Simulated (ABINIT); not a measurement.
# InH (P6_3/mmc): zone-centre phonons

Aim: the zone-centre modes of InH (P6_3/mmc).

Method: DFT LDA, scalar-relativistic, plane waves, HGH norm-conserving pseudopotentials, in ABINIT 10.8.3.

The structure was built from a prototype and need not be the compound's stable phase.

## 1. Set-up

It takes space group P6_3/mmc (No. 194, hexagonal). Conventional cell: a = 4.302 Å, b = 4.302 Å, c = 6.210 Å, α = 90.00°, β = 90.00°, γ = 120.00°. Nearest to In lie 3 H at 2.48 Å. Nearest to H lie 3 In at 2.48 Å. Farther neighbours are not listed.

Coordinates:

```xyz
4
Lattice="4.3024 0.0000 0.0000 -2.1512 3.7260 0.0000 0.0000 0.0000 6.2100" Properties=species:S:1:pos:R:3 pbc="T T T"
In    0.0000    2.4840    1.5525
In    2.1512    1.2420    4.6575
H     2.1512    1.2420    1.5525
H     0.0000    2.4840    4.6575
```

## 2. A first look

A first run with smearing and empty bands tells whether the crystal has a gap, which decides between fixed occupations and smearing later on.

probe.abi reads:

```
# ground state
tolvrs 1.0d-08
prtden 1
prtwf 1

# basis, mesh and filling
ecut 43.0
ecutsm 3.0
ixc 7
ngkpt 6 6 4
nshiftk 1
shiftk 0.0 0.0 0.0
istwfk *1
occopt 7
tsmear 0.005
nband 9
nstep 100
diemac 9.0
prtebands 0
prtgsr 0
useylm 1

# cell and atoms
acell 3*1.0 Angstrom
rprim 
    4.302412103 2.8868e-06 0.0
    -2.151208551 3.725996735 0.0
    0.0 0.0 6.21
ntypat 2
znucl 49 1
natom 4
typat 1 1 2 2
xred 
    1/3 2/3 0.25
    2/3 1/3 0.75
    2/3 1/3 0.25
    1/3 2/3 0.75
pp_dirpath "./pseudo"
pseudos "In.hgh, H.hgh"
```

On the command line:

```console
$ OMP_NUM_THREADS=1 mpirun -n 4 abinit probe.abi > probe.log
```

Numbers of over 12 decimals in the logs are rounded to 6 here.

probe.abo, the main output file:

```text
[banners, grids, parts of the stress and lines that vanish by symmetry left out]
- input  file    -> probe.abi
- output file    -> probe.abo
- root for input  files -> probei
[...]
Symmetries : space group P6_3/m m c (#194); Bravais hP (primitive hexag.)
[...]
mpw =        9066          nfft =      165888          nkpt =          21
[...]
== DATASET  1 ==================================================================
[...]
cutoff_energies: {ecut:  43.0, pawecutdg:  -1.0, }
[...]
Exchange-correlation functional for the present dataset will be:
  LDA: Perdew-Wang 92 LSD fit to Ceperley-Alder data - ixc=7
[...]
ETOT  1  -5.141259    -5.141E+00 6.535E-03 8.318E+01
 ETOT  2  -5.149120    -7.860E-03 6.322E-05 5.960E+00
 ETOT  3  -5.149472    -3.524E-04 3.425E-05 1.064E+00
 ETOT  4  -5.149609    -1.368E-04 5.404E-06 3.678E-02
 ETOT  5  -5.149610    -1.527E-06 5.852E-07 1.927E-03
 ETOT  6  -5.149611    -1.453E-07 2.449E-07 1.008E-05
 ETOT  7  -5.149611    -1.112E-09 4.301E-08 3.200E-07
 ETOT  8  -5.149611    -5.037E-11 1.971E-08 5.292E-10
 At SCF step    8       vres2   =  5.29E-10 < tolvrs=  1.00E-08 =>converged.
[...]
sigma(1 1)=  2.18475617E-04  sigma(3 2)=  0.00000000E+00
  sigma(2 2)=  2.18475617E-04  sigma(3 1)=  0.00000000E+00
  sigma(3 3)=  1.59193195E-04  sigma(2 1)= -1.20805475E-13
[...]
convergence: {deltae: -5.037E-11, res2:  5.292E-10, residm:  1.971E-08, diffor: null, }
etotal    :  -5.14961050E+00
[...]
sigma(1 1)=  2.18475617E-04  sigma(3 2)=  0.00000000E+00
  sigma(2 2)=  2.18475617E-04  sigma(3 1)=  0.00000000E+00
  sigma(3 3)=  1.59193195E-04  sigma(2 1)= -1.20805475E-13
[...]
- sigma(1 1)=  6.42777456E+00  sigma(3 2)=  0.00000000E+00
- sigma(2 2)=  6.42777457E+00  sigma(3 1)=  0.00000000E+00
- sigma(3 3)=  4.68362550E+00  sigma(2 1)= -3.55421977E-09
[...]
fcart     -2.9185497401E-28 -2.9278850788E-28 -0.0000000000E+00
           strten      2.1847561675E-04  2.1847561691E-04  1.5919319497E-04
================================================================================

[key lines of the parts left out:]
pressure_GPa:  -5.8464E+00
```

Run time: 11 s. Hardware: 4 MPI ranks of Arm Neoverse V1, shared host.

Read from the output:

```yaml
volume_per_atom: 24.89 Å³
pressure: -5.846 GPa
gap_on_the_k_mesh: 0 eV
```

No gap opens on this mesh, so smearing is kept.

## 3. Rough relaxation

The typed start is rough, so a first relaxation with smearing and loose thresholds takes it towards rest cheaply.

prerelax.abi reads:

```
# relaxation
ionmov 2
optcell 2
dilatmx 1.15
chkdilatmx 0
ntime 40
tolmxf 3.0d-04
tolvrs 1.0d-10
prtwf 0
prtden 0
chksymtnons 0

# basis, mesh and filling
ecut 34.4
ecutsm 3.0
ixc 7
ngkpt 6 6 4
nshiftk 1
shiftk 0.0 0.0 0.0
istwfk *1
occopt 7
tsmear 0.005
nband 9
nstep 100
diemac 1000000.0
prtebands 0
prtgsr 0
useylm 1

# cell and atoms
acell 3*1.0 Angstrom
rprim 
    4.302412103 2.8868e-06 0.0
    -2.151208551 3.725996735 0.0
    0.0 0.0 6.21
ntypat 2
znucl 49 1
natom 4
typat 1 1 2 2
xred 
    1/3 2/3 0.25
    2/3 1/3 0.75
    2/3 1/3 0.25
    1/3 2/3 0.75
pp_dirpath "./pseudo"
pseudos "In.hgh, H.hgh"
```

On the command line:

```console
$ OMP_NUM_THREADS=1 mpirun -n 4 abinit prerelax.abi > prerelax.log
```

prerelax.abo, the main output file:

```text
[banners, grids, parts of the stress and lines that vanish by symmetry left out]
- input  file    -> prerelax.abi
- output file    -> prerelax.abo
- root for input  files -> prerelaxi
[...]
Symmetries : space group P6_3/m m c (#194); Bravais hP (primitive hexag.)
[...]
mpw =        9911          nfft =      180000          nkpt =          21
[...]
== DATASET  1 ==================================================================
[...]
cutoff_energies: {ecut:  34.4, pawecutdg:  -1.0, }
[...]
Exchange-correlation functional for the present dataset will be:
  LDA: Perdew-Wang 92 LSD fit to Ceperley-Alder data - ixc=7
[...]
ETOT  1  -5.141174    -5.141E+00 6.626E-03 8.885E+01
 ETOT  2  -5.147922    -6.748E-03 3.370E-05 8.054E+00
 ETOT  3  -5.148268    -3.453E-04 1.569E-05 1.013E+00
 ETOT  4  -5.148357    -8.920E-05 5.565E-06 8.570E-02
 ETOT  5  -5.148361    -3.957E-06 4.472E-07 4.612E-03
[...]
ETOT  6  -5.192571    -3.091E-13 2.696E-11 5.951E-11
 At SCF step    6       vres2   =  5.95E-11 < tolvrs=  1.00E-10 =>converged.
[...]
sigma(1 1)= -2.77024643E-07  sigma(3 2)=  0.00000000E+00
  sigma(2 2)= -2.77024342E-07  sigma(3 1)=  0.00000000E+00
  sigma(3 3)=  7.48971603E-07  sigma(2 1)= -2.35233759E-13
[...]
convergence: {deltae: -3.091E-13, res2:  5.951E-11, residm:  2.696E-11, diffor: null, }
etotal    :  -5.19257135E+00
[...]
At Broyd/MD step  16, gradients are converged :
[...]
sigma(1 1)= -2.77024643E-07  sigma(3 2)=  0.00000000E+00
  sigma(2 2)= -2.77024342E-07  sigma(3 1)=  0.00000000E+00
  sigma(3 3)=  7.48971603E-07  sigma(2 1)= -2.35233759E-13
[...]
- sigma(1 1)= -8.15034639E-03  sigma(3 2)=  0.00000000E+00
- sigma(2 2)= -8.15033752E-03  sigma(3 1)=  0.00000000E+00
- sigma(3 3)=  2.20355053E-02  sigma(2 1)= -6.92081613E-09
[...]
fcart     -2.6029739810E-28 -1.3076051573E-27 -0.0000000000E+00
           strten     -2.7702464327E-07 -2.7702434159E-07  7.4897160338E-07
================================================================================

[key lines of the parts left out:]
pressure_GPa:  -1.9116E-03
Total energy (etotal) [Ha]= -5.19257135250557E+00
```

Elapsed: 3.2 min, on 4 MPI ranks.

The steps of the relaxation:

```csv
step,energy less that of the first step (eV),largest force (eV/Å),volume (Å³)
1,0.0000,0.0000,99.55
2,-0.0660,0.0000,97.78
3,29.6840,0.0000,18.86
4,-0.2760,0.0000,92.12
5,-0.4589,0.0000,87.23
6,54.2845,0.0000,14.58
7,-0.5787,0.0000,84.05
8,-0.6866,0.0000,81.15
9,2.0319,0.0000,37.43
10,-0.9958,0.0000,72.29
11,-1.1365,0.0000,66.84
12,-1.1785,0.0000,60.03
13,-1.1885,0.0000,62.02
14,-1.1900,0.0000,61.94
15,-1.2028,0.0000,60.97
16,-1.2030,0.0000,61.23
```

```csv
cell as run,before,after,change
a (Å),4.302,3.661,-14.9 %
b (Å),4.302,3.661,-14.9 %
c (Å),6.210,5.276,-15.0 %
volume (Å³/atom),24.89,15.31,-38.5 %
```

The relaxed structure:

```
In H
1.0
     3.66077    0.00000    0.00000
    -1.83039    3.17032    0.00000
     0.00000    0.00000    5.27619
In H
2 2
Direct
  0.33333 0.66667 0.25000
  0.66667 0.33333 0.75000
  0.66667 0.33333 0.25000
  0.33333 0.66667 0.75000
```

Read from the output:

* volume per atom: 15.31 Å³
* pressure: -0.001912 GPa

The volume changes by -38.5 % in this run and stands -38.5 % from the first cell.

## 4. Rough relaxation

The cell changed much, so the rough relaxation is repeated on a basis made for the new cell.

Edit prerelax.abi of step 3 so:

```diff
@@ -32,5 +32,5 @@
 rprim 
-    4.302412103 2.8868e-06 0.0
-    -2.151208551 3.725996735 0.0
-    0.0 0.0 6.21
+    3.660772773 2.456e-06 0.0
+    -1.830388513 3.17032099 0.0
+    0.0 0.0 5.27618956
 ntypat 2
```

prerelax.abo, the main output file:

```text
[banners, grids, parts of the stress and lines that vanish by symmetry left out]
- input  file    -> prerelax.abi
- output file    -> prerelax.abo
- root for input  files -> prerelaxi
[...]
Symmetries : space group P6_3/m m c (#194); Bravais hP (primitive hexag.)
[...]
mpw =        6103          nfft =      129600          nkpt =          21
[...]
== DATASET  1 ==================================================================
[...]
cutoff_energies: {ecut:  34.4, pawecutdg:  -1.0, }
[...]
Exchange-correlation functional for the present dataset will be:
  LDA: Perdew-Wang 92 LSD fit to Ceperley-Alder data - ixc=7
[...]
ETOT  1  -5.187117    -5.187E+00 1.170E-02 4.359E+01
 ETOT  2  -5.192498    -5.382E-03 3.624E-04 2.996E+00
 ETOT  3  -5.192567    -6.859E-05 4.052E-05 9.175E-02
 ETOT  4  -5.192571    -4.267E-06 2.416E-05 9.791E-04
 ETOT  5  -5.192571    -4.600E-08 8.243E-06 1.771E-05
 ETOT  6  -5.192571    -1.017E-09 2.701E-06 7.779E-07
 ETOT  7  -5.192571    -3.633E-11 1.797E-06 1.231E-09
 ETOT  8  -5.192571    -1.004E-13 4.450E-07 1.711E-11
 At SCF step    8       vres2   =  1.71E-11 < tolvrs=  1.00E-10 =>converged.
[...]
sigma(1 1)= -2.77116549E-07  sigma(3 2)=  0.00000000E+00
  sigma(2 2)= -2.77115631E-07  sigma(3 1)=  0.00000000E+00
  sigma(3 3)=  7.48948709E-07  sigma(2 1)= -2.33758656E-13
[...]
convergence: {deltae: -1.004E-13, res2:  1.711E-11, residm:  4.450E-07, diffor: null, }
etotal    :  -5.19257135E+00
[...]
At Broyd/MD step   1, gradients are converged :
[...]
sigma(1 1)= -2.77116549E-07  sigma(3 2)=  0.00000000E+00
  sigma(2 2)= -2.77115631E-07  sigma(3 1)=  0.00000000E+00
  sigma(3 3)=  7.48948709E-07  sigma(2 1)= -2.33758656E-13
[...]
- sigma(1 1)= -8.15305036E-03  sigma(3 2)=  0.00000000E+00
- sigma(2 2)= -8.15302334E-03  sigma(3 1)=  0.00000000E+00
- sigma(3 3)=  2.20348318E-02  sigma(2 1)= -6.87741710E-09
[...]
fcart      3.8923103567E-28  4.4944793216E-29 -0.0000000000E+00
           strten     -2.7711654905E-07 -2.7711563072E-07  7.4894870924E-07
================================================================================

[key lines of the parts left out:]
pressure_GPa:  -1.9096E-03
Total energy (etotal) [Ha]= -5.19257135256474E+00
```

It took 9.3 s on 4 MPI ranks.

Little changed from the start: no atom moved by 0.005 Å and no cell edge by 0.1 %.

Read from the output:

| Item | Value |
| --- | --- |
| pressure | -0.001910 GPa |

The volume changes by +0.0 % in this run and stands -38.5 % from the first cell.

## 5. Relaxing the cell and atoms

The harmonic expansion needs vanishing forces, and a free crystal bears no stress, so cell and atoms are brought to rest. Stress is more sensitive to the basis than forces are: the last 3 Ha under the cutoff are smoothed with ecutsm.

relax.abi reads:

```
# relaxation
ionmov 2
optcell 2
dilatmx 1.08
ntime 40
tolmxf 1.0d-05
tolvrs 1.0d-14
prtwf 0
prtden 0
chksymtnons 0

# basis, mesh and filling
ecut 43.0
ecutsm 3.0
ixc 7
ngkpt 9 9 6
nshiftk 1
shiftk 0.0 0.0 0.0
istwfk *1
occopt 7
tsmear 0.01
nband 9
nstep 100
diemac 1000000.0
prtebands 0
prtgsr 0
useylm 1

# cell and atoms
acell 3*1.0 Angstrom
rprim 
    3.660772775 2.4557e-06 0.0
    -1.830388514 3.170320993 0.0
    0.0 0.0 5.276189564
ntypat 2
znucl 49 1
natom 4
typat 1 1 2 2
xred 
    1/3 2/3 0.25
    2/3 1/3 0.75
    2/3 1/3 0.25
    1/3 2/3 0.75
pp_dirpath "./pseudo"
pseudos "In.hgh, H.hgh"
```

On the command line:

```console
$ OMP_NUM_THREADS=1 mpirun -n 4 abinit relax.abi > relax.log
```

relax.abo, the main output file:

```text
[banners, grids, parts of the stress and lines that vanish by symmetry left out]
- input  file    -> relax.abi
- output file    -> relax.abo
- root for input  files -> relaxi
[...]
Symmetries : space group P6_3/m m c (#194); Bravais hP (primitive hexag.)
[...]
mpw =        7038          nfft =      147456          nkpt =          48
[...]
== DATASET  1 ==================================================================
[...]
cutoff_energies: {ecut:  43.0, pawecutdg:  -1.0, }
[...]
Exchange-correlation functional for the present dataset will be:
  LDA: Perdew-Wang 92 LSD fit to Ceperley-Alder data - ixc=7
[...]
ETOT  1  -5.187529    -5.188E+00 1.425E-02 5.229E+01
 ETOT  2  -5.193958    -6.429E-03 1.536E-04 3.499E+00
 ETOT  3  -5.194041    -8.337E-05 4.223E-05 9.891E-02
 ETOT  4  -5.194046    -4.691E-06 6.210E-05 1.458E-03
 ETOT  5  -5.194046    -9.404E-08 1.204E-05 7.817E-05
[...]
At SCF step   10       vres2   =  4.24E-16 < tolvrs=  1.00E-14 =>converged.
[...]
sigma(1 1)=  2.07760120E-05  sigma(3 2)=  0.00000000E+00
  sigma(2 2)=  2.07760118E-05  sigma(3 1)=  0.00000000E+00
  sigma(3 3)= -6.15362297E-05  sigma(2 1)= -1.02587019E-13
[...]
convergence: {deltae:  6.750E-14, res2:  4.244E-16, residm:  7.756E-06, diffor: null, }
etotal    :  -5.19404586E+00
[...]
ETOT  1  -5.194103    -5.194E+00 1.301E-04 2.764E-03
[...]
At SCF step    8       vres2   =  2.02E-16 < tolvrs=  1.00E-14 =>converged.
[...]
sigma(1 1)=  2.12585434E-05  sigma(3 2)=  0.00000000E+00
  sigma(2 2)=  2.12585431E-05  sigma(3 1)=  0.00000000E+00
  sigma(3 3)= -6.04792317E-05  sigma(2 1)= -1.02496152E-13
[...]
convergence: {deltae: -5.418E-14, res2:  2.022E-16, residm:  1.066E-07, diffor: null, }
etotal    :  -5.19410320E+00
[...]
ETOT  1  -5.180546    -5.181E+00 7.845E+03 1.020E+02
[...]
At SCF step   10       vres2   =  6.04E-16 < tolvrs=  1.00E-14 =>converged.
[...]
sigma(1 1)= -1.89566393E-04  sigma(3 2)=  0.00000000E+00
  sigma(2 2)= -1.89566393E-04  sigma(3 1)=  0.00000000E+00
  sigma(3 3)=  1.26811585E-04  sigma(2 1)= -8.21328710E-14
[...]
convergence: {deltae: -3.997E-14, res2:  6.044E-16, residm:  2.357E-02, diffor: null, }
etotal    :  -5.18795284E+00
[...]
ETOT  1  -5.193569    -5.194E+00 6.661E+04 2.130E+01
[...]
At SCF step   10       vres2   =  3.92E-16 < tolvrs=  1.00E-14 =>converged.
[...]
sigma(1 1)=  1.70047070E-05  sigma(3 2)=  0.00000000E+00
  sigma(2 2)=  1.70047068E-05  sigma(3 1)=  0.00000000E+00
  sigma(3 3)= -2.24727062E-05  sigma(2 1)= -9.93826051E-14
[...]
convergence: {deltae: -1.474E-13, res2:  3.918E-16, residm:  3.676E-07, diffor: null, }
etotal    :  -5.19521762E+00
[...]
ETOT  1  -5.195353    -5.195E+00 2.752E-02 3.252E-01
[...]
At SCF step    9       vres2   =  3.51E-16 < tolvrs=  1.00E-14 =>converged.
[...]
sigma(1 1)=  5.65795587E-06  sigma(3 2)=  0.00000000E+00
  sigma(2 2)=  5.65795565E-06  sigma(3 1)=  0.00000000E+00
[...]
convergence: {deltae:  1.776E-14, res2:  3.512E-16, residm:  5.447E-10, diffor: null, }
etotal    :  -5.19537523E+00
[...]
ETOT  1  -5.195381    -5.195E+00 9.110E-04 2.515E-02
[...]
At SCF step    8       vres2   =  2.35E-15 < tolvrs=  1.00E-14 =>converged.
[...]
convergence: {deltae: -3.197E-14, res2:  2.353E-15, residm:  1.224E-10, diffor: null, }
etotal    :  -5.19538310E+00
[...]
ETOT  1  -5.195383    -5.195E+00 7.463E-03 5.533E-05
[...]
At SCF step    7       vres2   =  1.96E-16 < tolvrs=  1.00E-14 =>converged.
[...]
sigma(2 2)=  1.67669316E-06  sigma(3 1)=  0.00000000E+00
  sigma(3 3)=  1.20680337E-06  sigma(2 1)= -9.73660174E-14
[...]
convergence: {deltae:  9.326E-14, res2:  1.959E-16, residm:  3.327E-11, diffor: null, }
etotal    :  -5.19538321E+00
[...]
ETOT  1  -5.195383    -5.195E+00 2.102E-04 3.046E-03
[...]
ETOT  7  -5.195384    -6.484E-14 7.030E-12 1.007E-14
 ETOT  8  -5.195384    -3.020E-14 5.141E-12 7.198E-17
 At SCF step    8       vres2   =  7.20E-17 < tolvrs=  1.00E-14 =>converged.
[...]
sigma(1 1)= -3.90927700E-10  sigma(3 2)=  0.00000000E+00
  sigma(2 2)= -3.91141310E-10  sigma(3 1)=  0.00000000E+00
  sigma(3 3)= -1.40691693E-09  sigma(2 1)= -9.74963393E-14
[...]
convergence: {deltae: -3.020E-14, res2:  7.198E-17, residm:  5.141E-12, diffor: null, }
etotal    :  -5.19538359E+00
[...]
At Broyd/MD step   8, gradients are converged :
[...]
sigma(1 1)= -3.90927700E-10  sigma(3 2)=  0.00000000E+00
  sigma(2 2)= -3.91141310E-10  sigma(3 1)=  0.00000000E+00
  sigma(3 3)= -1.40691693E-09  sigma(2 1)= -9.74963393E-14
[...]
- sigma(1 1)= -1.15014900E-05  sigma(3 2)=  0.00000000E+00
- sigma(2 2)= -1.15077746E-05  sigma(3 1)=  0.00000000E+00
- sigma(3 3)= -4.13929253E-05  sigma(2 1)= -2.86844133E-09
[...]
fcart     -1.1969281371E-28 -6.9104785259E-29 -0.0000000000E+00
           strten     -3.9092770015E-10 -3.9114131010E-10 -1.4069169345E-09
================================================================================

[key lines of the parts left out:]
pressure_GPa:   2.1467E-05
Total energy (etotal) [Ha]= -5.19538358763215E+00
```

It took 2.2 min on 4 MPI ranks; 8.9 min of CPU time.

Step by step:

```csv
step,energy less that of the first step (eV),largest force (eV/Å),volume (Å³)
1,0.0000,0.0000,61.23
2,-0.0016,0.0000,61.27
3,0.1658,0.0000,63.56
4,-0.0319,0.0000,62.15
5,-0.0362,0.0000,62.44
6,-0.0364,0.0000,62.50
7,-0.0364,0.0000,62.49
8,-0.0364,0.0000,62.41
```

```csv
"conventional cell, symmetrised",before,after,change
a (Å),3.661,3.571,-2.4 %
b (Å),3.661,3.571,-2.4 %
c (Å),5.276,5.650,+7.1 %
volume (Å³/atom),15.31,15.60,+1.9 %
```

Final coordinates:

```
In H
1.0
     3.57136    0.00000    0.00000
    -1.78568    3.09288    0.00000
     0.00000    0.00000    5.65042
In H
2 2
Direct
  0.33333 0.66667 0.25000
  0.66667 0.33333 0.75000
  0.66667 0.33333 0.25000
  0.33333 0.66667 0.75000
```

Numbers from this step:

| Quantity | Value |
| --- | --- |
| volume per atom | 15.60 Å³ |
| pressure | 2.15e-5 GPa |

The volume changes by +1.9 % in this run and stands -37.3 % from the first cell.

## 6. Self-consistent run for the response

First-order wavefunctions inherit every error of the ground state, hence the very tight tolvrs. ecutsm is kept as in the relaxation, so that the cell stays at rest. Smearing stays on, as the first look found no gap above 0.3 eV.

gs.abi reads:

```
# ground state
tolvrs 1.0d-16
prtden 1
prtwf 1

# basis, mesh and filling
ecut 43.0
ecutsm 3.0
ixc 7
ngkpt 9 9 6
nshiftk 1
shiftk 0.0 0.0 0.0
istwfk *1
occopt 7
tsmear 0.01
nband 9
nstep 100
diemac 1000000.0
prtebands 0
prtgsr 0
useylm 1

# cell and atoms
acell 3*1.0 Angstrom
rprim 
    3.57135711 2.3956e-06 0.0
    -1.785680629 3.092884785 0.0
    0.0 0.0 5.650420113
ntypat 2
znucl 49 1
natom 4
typat 1 1 2 2
xred 
    1/3 2/3 0.25
    2/3 1/3 0.75
    2/3 1/3 0.25
    1/3 2/3 0.75
pp_dirpath "./pseudo"
pseudos "In.hgh, H.hgh"
```

On the command line:

```console
$ OMP_NUM_THREADS=1 mpirun -n 4 abinit gs.abi > gs.log
```

gs.abo, the main output file:

```text
[banners, grids, parts of the stress and lines that vanish by symmetry left out]
- input  file    -> gs.abi
- output file    -> gs.abo
- root for input  files -> gsi
[...]
Symmetries : space group P6_3/m m c (#194); Bravais hP (primitive hexag.)
[...]
mpw =        5736          nfft =      102400          nkpt =          48
[...]
== DATASET  1 ==================================================================
[...]
cutoff_energies: {ecut:  43.0, pawecutdg:  -1.0, }
[...]
Exchange-correlation functional for the present dataset will be:
  LDA: Perdew-Wang 92 LSD fit to Ceperley-Alder data - ixc=7
[...]
ETOT  1  -5.189750    -5.190E+00 1.285E-02 3.520E+01
 ETOT  2  -5.195312    -5.561E-03 5.793E-04 2.169E+00
 ETOT  3  -5.195378    -6.645E-05 4.654E-05 7.179E-02
 ETOT  4  -5.195383    -5.158E-06 1.280E-04 2.777E-03
 ETOT  5  -5.195384    -2.603E-07 5.997E-06 5.216E-05
[...]
ETOT 10  -5.195384     5.240E-14 3.611E-06 3.273E-16
 ETOT 11  -5.195384    -9.770E-14 1.577E-06 5.264E-18
 At SCF step   11       vres2   =  5.26E-18 < tolvrs=  1.00E-16 =>converged.
[...]
sigma(1 1)= -3.88412173E-10  sigma(3 2)=  0.00000000E+00
  sigma(2 2)= -3.87963100E-10  sigma(3 1)=  0.00000000E+00
  sigma(3 3)= -1.39899082E-09  sigma(2 1)= -3.27341265E-13
[...]
convergence: {deltae: -9.770E-14, res2:  5.264E-18, residm:  1.577E-06, diffor: null, }
etotal    :  -5.19538359E+00
[...]
sigma(1 1)= -3.88412173E-10  sigma(3 2)=  0.00000000E+00
  sigma(2 2)= -3.87963100E-10  sigma(3 1)=  0.00000000E+00
  sigma(3 3)= -1.39899082E-09  sigma(2 1)= -3.27341265E-13
[...]
- sigma(1 1)= -1.14274807E-05  sigma(3 2)=  0.00000000E+00
- sigma(2 2)= -1.14142685E-05  sigma(3 1)=  0.00000000E+00
- sigma(3 3)= -4.11597309E-05  sigma(2 1)= -9.63071251E-09
[...]
fcart      1.7953946764E-28 -2.6490124851E-28 -0.0000000000E+00
           strten     -3.8841217308E-10 -3.8796310001E-10 -1.3989908197E-09
================================================================================

[key lines of the parts left out:]
pressure_GPa:   2.1334E-05
```

It took 18 s on 4 MPI ranks.

This step gave:

```yaml
pressure: 2.13e-5 GPa
```

The cell stands at 2.1e-5 GPa, close enough for phonons.

[end of part 1 of 3]

[Host names and launcher messages were left out of these logs when they were recorded.]

[Logs are printed without paths, hosts, clocks, repeated set-up lines and the standing remarks that a program may print on its own settings, such as how far it seeks lower states.]

[Hosts, paths, dates, database ids (printed as entryN), source tags and the programs' standing remarks are cut or masked in the printed files.]
